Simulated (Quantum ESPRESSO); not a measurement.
**CrPbO3: orders under uniaxial strain**

Aim: follow moments and order energies of CrPbO3 with uniaxial strain.

Method: PBEsol with U = 3.5 eV on Cr d (ortho-atomic projectors); plane waves with GBRV 1.5 PBEsol potentials, no spin-orbit coupling, in Quantum ESPRESSO 7.5.

## (1) Starting point

Symmetry: Pm-3m, No. 221, cubic system. The conventional cell has a = 4.011 Å, b = 4.011 Å, c = 4.011 Å, α = 90.00°, β = 90.00°, γ = 90.00°. Nearest to Cr lie 6 O at 2.01 Å. Pb has 12 O at 2.84 Å nearest. Nearest to O lie 2 Cr at 2.01 Å. Farther neighbours and most contacts between anions are not listed.

The cell comes from Materials Project 2023-11-01, a database of computed structures, and need not be the stable phase.

## (2) Factor along z 0.94, ferro +

Lengths along Cartesian z scale by the factor. Atoms keep their fractional places. Seeded atoms are those given a starting moment.

Input file pw.in:

```
&CONTROL
  calculation = 'scf'
  prefix = 'pwscf'
  outdir = './tmp'
  pseudo_dir = './pseudo'
  disk_io = 'nowf'
  tprnfor = .true.
  tstress = .true.
/
&SYSTEM
  ibrav = 0
  celldm(1) = 8
  nat = 5
  ntyp = 3
  ecutwfc = 40
  ecutrho = 280
  nbnd = 34
  occupations = 'smearing'
  smearing = 'fd'
  degauss = 0.00999582
  nspin = 2
  starting_magnetization(1) = 0.2143
  starting_magnetization(2) = 0
  starting_magnetization(3) = 0
/
&ELECTRONS
  conv_thr = 1d-08
  electron_maxstep = 150
  mixing_beta = 0.3
/
ATOMIC_SPECIES
Cr     51.9961 cr_pbesol_v1.5.uspp.F.UPF
Pb    207.2000 pb_pbesol_v1.uspp.F.UPF
O      15.9990 o_pbesol_v1.2.uspp.F.UPF
CELL_PARAMETERS alat
   0.9475086788874    0.0000000000000    0.0000000000000
   0.0000000000000    0.9475086788874    0.0000000000000
   0.0000000000000    0.0000000000000    0.8906581581541
ATOMIC_POSITIONS crystal
Cr      0.0000000000    0.0000000000    0.0000000000
Pb      0.5000000000    0.5000000000    0.5000000000
O       0.0000000000    0.0000000000    0.5000000000
O       0.0000000000    0.5000000000    0.0000000000
O       0.5000000000    0.0000000000    0.0000000000
K_POINTS automatic
6 6 6 0 0 0
HUBBARD {ortho-atomic}
U Cr-3d 3.5000
```

On the command line:

```sh
$ OMP_NUM_THREADS=1 mpirun -n 2 pw.x -nk 2 -in pw.in > pw.out
```

The log of the run:

```text
Program PWSCF v.7.5 starts

     Message from routine setup:
     using ibrav=0 with symmetry is DISCOURAGED, use correct ibrav instead

     K-points division:     npool     =       2
     Subspace diagonalization in iterative solution of the eigenvalue problem:

     bravais-lattice index     =            0
     lattice parameter (alat)  =       8.0000  a.u.
     unit-cell volume          =     409.3996 (a.u.)^3
     number of atoms/cell      =            5
     number of atomic types    =            3
     number of electrons       =        46.00
     number of Kohn-Sham states=           34
     kinetic-energy cutoff     =      40.0000  Ry
     charge density cutoff     =     280.0000  Ry
     scf convergence threshold =      1.0E-08
     mixing beta               =       0.3000
     number of iterations used =            8  plain     mixing
     Exchange-correlation= SLA  PW   PSX  PSC
                           (   1   4  10   8   0   0   0)
     Hubbard projectors: ortho-atomic
     Hubbard parameters of DFT+U (Dudarev formulation) in eV:
     U(Cr-3d) =  3.5000

     Internal variables: lda_plus_u =T, lda_plus_u_kind = 0

     Internal variables: orbital_resolved =F, hub_pot_fix =F, apply_U = F

     celldm(1)=   8.000000  celldm(2)=   0.000000  celldm(3)=   0.000000
     celldm(4)=   0.000000  celldm(5)=   0.000000  celldm(6)=   0.000000

     crystal axes: (cart. coord. in units of alat)
               a(1) = (   0.947509   0.000000   0.000000 )
               a(2) = (   0.000000   0.947509   0.000000 )
               a(3) = (   0.000000   0.000000   0.890658 )

     reciprocal axes: (cart. coord. in units 2 pi/alat)
               b(1) = (  1.055399  0.000000  0.000000 )
               b(2) = (  0.000000  1.055399  0.000000 )
               b(3) = (  0.000000  0.000000  1.122765 )

     PseudoPot. # 1 for Cr read from file:
     cr_pbesol_v1.5.uspp.F.UPF
     Pseudo is Ultrasoft + core correction, Zval = 14.0

     PseudoPot. # 2 for Pb read from file:
     pb_pbesol_v1.uspp.F.UPF
     Pseudo is Ultrasoft + core correction, Zval = 14.0

     PseudoPot. # 3 for O  read from file:
     o_pbesol_v1.2.uspp.F.UPF
     Pseudo is Ultrasoft + core correction, Zval =  6.0

     atomic species   valence    mass     pseudopotential
     Cr               14.00    51.99610     Cr( 1.00)
     Pb               14.00   207.20000     Pb( 1.00)
     O                 6.00    15.99900     O ( 1.00)

     Starting magnetic structure
     atomic species   magnetization
     Cr              0.214
     Pb              0.000
     O               0.000

     16 Sym. Ops., with inversion, found

   Cartesian axes

     site n.     atom                  positions (alat units)
         1        Cr     tau(   1) = (   0.0000000   0.0000000   0.0000000  )
         2        Pb     tau(   2) = (   0.4737543   0.4737543   0.4453291  )
         3        O      tau(   3) = (   0.0000000   0.0000000   0.4453291  )
         4        O      tau(   4) = (   0.0000000   0.4737543   0.0000000  )
         5        O      tau(   5) = (   0.4737543   0.0000000   0.0000000  )

     number of k points=    40  Fermi-Dirac smearing, width (Ry)=  0.0100
                       cart. coord. in units 2pi/alat
        k(    1) = (   0.0000000   0.0000000   0.0000000), wk =   0.0046296
        k(    2) = (   0.0000000   0.0000000   0.1871275), wk =   0.0092593
        k(    3) = (   0.0000000   0.0000000   0.3742551), wk =   0.0092593
        k(    4) = (   0.0000000   0.0000000  -0.5613826), wk =   0.0046296
        k(    5) = (   0.0000000   0.1758999   0.0000000), wk =   0.0185185
        [... 35 further k-points ...]

     Dense  grid:    32405 G-vectors     FFT dimensions: (  45,  45,  40)

     Smooth grid:    13937 G-vectors     FFT dimensions: (  32,  32,  30)

     Check: negative core charge=   -0.000005
     Generating pointlists ...
     new r_m :   0.1837 (alat units)  1.4696 (a.u.) for type    1
     new r_m :   0.2682 (alat units)  2.1457 (a.u.) for type    2
     new r_m :   0.1837 (alat units)  1.4696 (a.u.) for type    3

     Initial potential from superposition of free atoms

     starting charge      44.9979, renormalised to      46.0000

     negative rho (up, down):  9.111E-03 8.792E-03

     STARTING HUBBARD OCCUPATIONS:

     =================== HUBBARD OCCUPATIONS ===================
     ------------------------ ATOM    1 ------------------------
     Tr[ns(  1)] (up, down, total) =   3.40000  0.00000  3.40000
     Atomic magnetic moment for atom   1 =   3.40000
     [... lines left out ...]
     Number of occupied Hubbard levels =    3.4000

     Atomic wfc used for Hubbard projectors are orthogonalized

     Starting wfcs are   31 randomized atomic wfcs +    3 random wfcs

     Self-consistent Calculation

     iteration #  1     ecut=    40.00 Ry     beta= 0.30
     Davidson diagonalization with overlap
     ethr =  1.00E-02,  avg # of iterations =  4.8

     =================== HUBBARD OCCUPATIONS ===================
     ------------------------ ATOM    1 ------------------------
     Tr[ns(  1)] (up, down, total) =   2.72865  0.43689  3.16554
     Atomic magnetic moment for atom   1 =   2.29175
     [... lines left out ...]
     Number of occupied Hubbard levels =    3.1655

     negative rho (up, down):  8.326E-03 8.603E-03

     total energy              =    -435.53550944 Ry
     estimated scf accuracy    <       1.61243616 Ry

     total magnetization       =     2.00 Bohr mag/cell
     absolute magnetization    =     2.51 Bohr mag/cell

     iteration #  2     ecut=    40.00 Ry     beta= 0.30
     Davidson diagonalization with overlap
     ethr =  3.51E-03,  avg # of iterations =  1.8

     negative rho (up, down):  7.929E-03 8.577E-03

     total energy              =    -435.68464716 Ry
     estimated scf accuracy    <       1.39487753 Ry

     total magnetization       =     2.73 Bohr mag/cell
     absolute magnetization    =     3.23 Bohr mag/cell

     [... further iterations left out ...]

     iteration # 13     ecut=    40.00 Ry     beta= 0.30
     Davidson diagonalization with overlap
     ethr =  4.61E-10,  avg # of iterations =  2.0

     negative rho (up, down):  7.452E-03 1.088E-02

     total energy              =    -435.89497263 Ry
     estimated scf accuracy    <       0.00000005 Ry

     total magnetization       =     2.03 Bohr mag/cell
     absolute magnetization    =     3.13 Bohr mag/cell

     iteration # 14     ecut=    40.00 Ry     beta= 0.30
     Davidson diagonalization with overlap
     ethr =  1.12E-10,  avg # of iterations =  2.4

     negative rho (up, down):  7.452E-03 1.088E-02

     Magnetic moment per site  (integrated on atomic sphere of radius R)
     atom   1 (R=0.184)  charge= 10.5291  magn=  2.0759
     atom   2 (R=0.268)  charge= 11.1201  magn= -0.0352
     atom   3 (R=0.184)  charge=  5.1729  magn= -0.2121
     atom   4 (R=0.184)  charge=  5.1276  magn= -0.1313
     atom   5 (R=0.184)  charge=  5.1276  magn= -0.1313

     End of self-consistent calculation

     =================== HUBBARD OCCUPATIONS ===================
     ------------------------ ATOM    1 ------------------------
     Tr[ns(  1)] (up, down, total) =   3.32493  0.72842  4.05336
     Atomic magnetic moment for atom   1 =   2.59651
     [... lines left out ...]
     Number of occupied Hubbard levels =    4.0534

     [... lines left out ...]
     the Fermi energy is    10.7618 ev

!    total energy              =    -435.89497270 Ry
     estimated scf accuracy    <          3.9E-09 Ry
     smearing contrib. (-TS)   =      -0.00884100 Ry
     internal energy E=F+TS    =    -435.88613170 Ry

     The total energy is F=E-TS. E is the sum of the following terms:
     one-electron contribution =    -126.92258151 Ry
     hartree contribution      =      93.79115353 Ry
     xc contribution           =    -106.73467360 Ry
     ewald contribution        =    -296.19148102 Ry
     Hubbard energy            =       0.17145090 Ry

     total magnetization       =     2.03 Bohr mag/cell
     absolute magnetization    =     3.14 Bohr mag/cell

     convergence has been achieved in  14 iterations

     negative rho (up, down):  7.452E-03 1.088E-02

     Forces acting on atoms (cartesian axes, Ry/au):

     atom    1 type  1   force =     0.00000000    0.00000000    0.00000000
     atom    2 type  2   force =     0.00000000    0.00000000    0.00000000
     atom    3 type  3   force =     0.00000000    0.00000000    0.00000000
     atom    4 type  3   force =     0.00000000    0.00000000    0.00000000
     atom    5 type  3   force =     0.00000000    0.00000000    0.00000000

     Total force =     0.000000     Total SCF correction =     0.000000

     Computing stress (Cartesian axis) and pressure

     negative rho (up, down):  7.452E-03 1.088E-02
          total   stress  (Ry/bohr**3)                   (kbar)     P=      -86.20
  -0.00070783   0.00000000   0.00000000         -104.12        0.00        0.00
   0.00000000  -0.00070783   0.00000000            0.00     -104.12        0.00
   0.00000000   0.00000000  -0.00034228            0.00        0.00      -50.35

=------------------------------------------------------------------------------=
   JOB DONE.
=------------------------------------------------------------------------------=
```

It took 63 s on 2 MPI ranks of Arm Neoverse V1, shared host; peak memory 0.37 GiB.

Spin moment in the atom's sphere by atom:

```
atom  spin moment in the atom's sphere (μB)
 Cr1                                   2.08
 Pb2                                  -0.04
  O3                                  -0.21
  O4                                  -0.13
  O5                                  -0.13
```

Numbers from this step:

```yaml
smearing_term_ts: 0.1203 eV
pressure: -8.62 GPa
magnetization: 2.031 μB
absolute_magnetization: 3.136 μB
final_state: ferromagnetic
```

## (3) Factor along z 0.94, antiferro q=(0,0,1/2) +-

The wavevector q is in fractions of the reciprocal vectors of the crystal's primitive cell, as the cells of these inputs are built from it; moments change sign between cells as cos(2π q·R).

Input file pw.in:

```
&CONTROL
  calculation = 'scf'
  prefix = 'pwscf'
  outdir = './tmp'
  pseudo_dir = './pseudo'
  disk_io = 'nowf'
  tprnfor = .true.
  tstress = .true.
/
&SYSTEM
  ibrav = 0
  celldm(1) = 8
  nat = 10
  ntyp = 4
  ecutwfc = 40
  ecutrho = 280
  nbnd = 60
  occupations = 'smearing'
  smearing = 'fd'
  degauss = 0.00999582
  nspin = 2
  starting_magnetization(1) = 0.2143
  starting_magnetization(2) = -0.2143
  starting_magnetization(3) = 0
  starting_magnetization(4) = 0
/
&ELECTRONS
  conv_thr = 2d-08
  electron_maxstep = 150
  mixing_beta = 0.3
/
ATOMIC_SPECIES
Cr1    51.9961 cr_pbesol_v1.5.uspp.F.UPF
Cr2    51.9961 cr_pbesol_v1.5.uspp.F.UPF
Pb    207.2000 pb_pbesol_v1.uspp.F.UPF
O      15.9990 o_pbesol_v1.2.uspp.F.UPF
CELL_PARAMETERS alat
   0.9475086788874    0.0000000000000    0.0000000000000
   0.0000000000000    0.9475086788874    0.0000000000000
   0.0000000000000    0.0000000000000    1.7813163163082
ATOMIC_POSITIONS crystal
Cr1     0.0000000000    0.0000000000    0.0000000000
Cr2     0.0000000000    0.0000000000    0.5000000000
Pb      0.5000000000    0.5000000000    0.2500000000
Pb      0.5000000000    0.5000000000    0.7500000000
O       0.0000000000    0.0000000000    0.2500000000
O       0.0000000000    0.0000000000    0.7500000000
O       0.0000000000    0.5000000000    0.0000000000
O       0.0000000000    0.5000000000    0.5000000000
O       0.5000000000    0.0000000000    0.0000000000
O       0.5000000000    0.0000000000    0.5000000000
K_POINTS automatic
6 6 3 0 0 0
HUBBARD {ortho-atomic}
U Cr1-3d 3.5000
U Cr2-3d 3.5000
```

The log of the run:

```text
     [... lines left out ...]
Program PWSCF v.7.5 starts
     [... lines left out ...]
     number of atoms/cell      =           10
     [... lines left out ...]
     number of electrons       =        92.00
     number of Kohn-Sham states=           60
     kinetic-energy cutoff     =      40.0000  Ry
     charge density cutoff     =     280.0000  Ry
     scf convergence threshold =      2.0E-08
     [... lines left out ...]
     16 Sym. Ops., with inversion, found
     [... lines left out ...]
     number of k points=    20  Fermi-Dirac smearing, width (Ry)=  0.0100
     [... lines left out ...]
     iteration # 17     ecut=    40.00 Ry     beta= 0.30
     [... lines left out ...]
     Magnetic moment per site  (integrated on atomic sphere of radius R)
     atom   1 (R=0.184)  charge= 10.5304  magn=  2.0620
     atom   2 (R=0.184)  charge= 10.5337  magn= -2.0626
     atom   3 (R=0.268)  charge= 11.1131  magn= -0.0000
     atom   4 (R=0.268)  charge= 11.1131  magn= -0.0000
     atom   5 (R=0.184)  charge=  5.1814  magn=  0.0000
     atom   6 (R=0.184)  charge=  5.1814  magn=  0.0000
     atom   7 (R=0.184)  charge=  5.1221  magn= -0.0787
     atom   8 (R=0.184)  charge=  5.1230  magn=  0.0787
     atom   9 (R=0.184)  charge=  5.1221  magn= -0.0787
     atom  10 (R=0.184)  charge=  5.1230  magn=  0.0787
     [... lines left out ...]
     Tr[ns(  1)] (up, down, total) =   3.31515  0.74699  4.06214
     [... lines left out ...]
     Tr[ns(  2)] (up, down, total) =   0.74700  3.31518  4.06218
     [... lines left out ...]
     the Fermi energy is    10.6601 ev
!    total energy              =    -871.77510259 Ry
     estimated scf accuracy    <          8.2E-09 Ry
     smearing contrib. (-TS)   =      -0.02505182 Ry
     [... lines left out ...]
     total magnetization       =    -0.00 Bohr mag/cell
     absolute magnetization    =     5.60 Bohr mag/cell
     convergence has been achieved in  17 iterations
     [... lines left out ...]
     Total force =     0.000049     Total SCF correction =     0.000126
     [... lines left out ...]
          total   stress  (Ry/bohr**3)                   (kbar)     P=      -87.10
     [... lines left out ...]
```

It took 3.1 min on 2 MPI ranks; peak memory 0.55 GiB.

Spin moment in the atom's sphere by atom:

```
atom  spin moment in the atom's sphere (μB)
 Cr1                                   2.06
 Cr2                                  -2.06
 Pb3                                   0.00
 Pb4                                   0.00
  O5                                   0.00
  O6                                   0.00
  O7                                  -0.08
  O8                                   0.08
  O9                                  -0.08
 O10                                   0.08
```

Numbers from this step:

* smearing term TS: 0.3408 eV
* pressure: -8.710 GPa
* magnetization: 0 μB
* absolute magnetization: 5.597 μB
* final state: antiferromagnetic

## (4) Factor along z 0.94, no spin polarisation

Input file pw.in:

```
&CONTROL
  calculation = 'scf'
  prefix = 'pwscf'
  outdir = './tmp'
  pseudo_dir = './pseudo'
  disk_io = 'nowf'
  tprnfor = .true.
  tstress = .true.
/
&SYSTEM
  ibrav = 0
  celldm(1) = 8
  nat = 5
  ntyp = 3
  ecutwfc = 40
  ecutrho = 280
  nbnd = 32
  occupations = 'smearing'
  smearing = 'fd'
  degauss = 0.00999582
/
&ELECTRONS
  conv_thr = 1d-08
  electron_maxstep = 150
  mixing_beta = 0.3
/
ATOMIC_SPECIES
Cr     51.9961 cr_pbesol_v1.5.uspp.F.UPF
Pb    207.2000 pb_pbesol_v1.uspp.F.UPF
O      15.9990 o_pbesol_v1.2.uspp.F.UPF
CELL_PARAMETERS alat
   0.9475086788874    0.0000000000000    0.0000000000000
   0.0000000000000    0.9475086788874    0.0000000000000
   0.0000000000000    0.0000000000000    0.8906581581541
ATOMIC_POSITIONS crystal
Cr      0.0000000000    0.0000000000    0.0000000000
Pb      0.5000000000    0.5000000000    0.5000000000
O       0.0000000000    0.0000000000    0.5000000000
O       0.0000000000    0.5000000000    0.0000000000
O       0.5000000000    0.0000000000    0.0000000000
K_POINTS automatic
6 6 6 0 0 0
HUBBARD {ortho-atomic}
U Cr-3d 3.5000
```

The log of the run:

```text
     [... lines left out ...]
Program PWSCF v.7.5 starts
     [... lines left out ...]
     number of atoms/cell      =            5
     [... lines left out ...]
     number of electrons       =        46.00
     number of Kohn-Sham states=           32
     kinetic-energy cutoff     =      40.0000  Ry
     charge density cutoff     =     280.0000  Ry
     scf convergence threshold =      1.0E-08
     [... lines left out ...]
     16 Sym. Ops., with inversion, found
     [... lines left out ...]
     number of k points=    40  Fermi-Dirac smearing, width (Ry)=  0.0100
     [... lines left out ...]
     iteration # 16     ecut=    40.00 Ry     beta= 0.30
     [... lines left out ...]
     Tr[ns(  1)] =   4.15405
     [... lines left out ...]
     the Fermi energy is    11.5635 ev
!    total energy              =    -435.77477959 Ry
     estimated scf accuracy    <          3.8E-09 Ry
     smearing contrib. (-TS)   =      -0.01524954 Ry
     [... lines left out ...]
     convergence has been achieved in  16 iterations
     [... lines left out ...]
     Total force =     0.000000     Total SCF correction =     0.000000
     [... lines left out ...]
          total   stress  (Ry/bohr**3)                   (kbar)     P=     -142.06
     [... lines left out ...]
```

The job ended after 36 s (2 MPI ranks; peak memory 0.26 GiB; 72 s of CPU time).

This step gave:

```yaml
smearing_term_ts: 0.2075 eV
pressure: -14.21 GPa
final_state: non-magnetic (no spin polarisation)
```

(Part 1 of 2 ends here.)

[Logs and program files are shortened in this print: banners, set-up blocks, solver, clock and traceback lines can be left out without a mark of their own.]

[Logs are printed without paths, hosts, clocks, repeated set-up lines and the standing remarks that a program may print on its own settings, such as how far it seeks lower states.]

[Hosts, paths, dates, database ids (printed as entryN), source tags and the programs' standing remarks are cut or masked in the printed files.]

[Where a cell is said to come from a database of computed structures, the database is the Materials Project.]
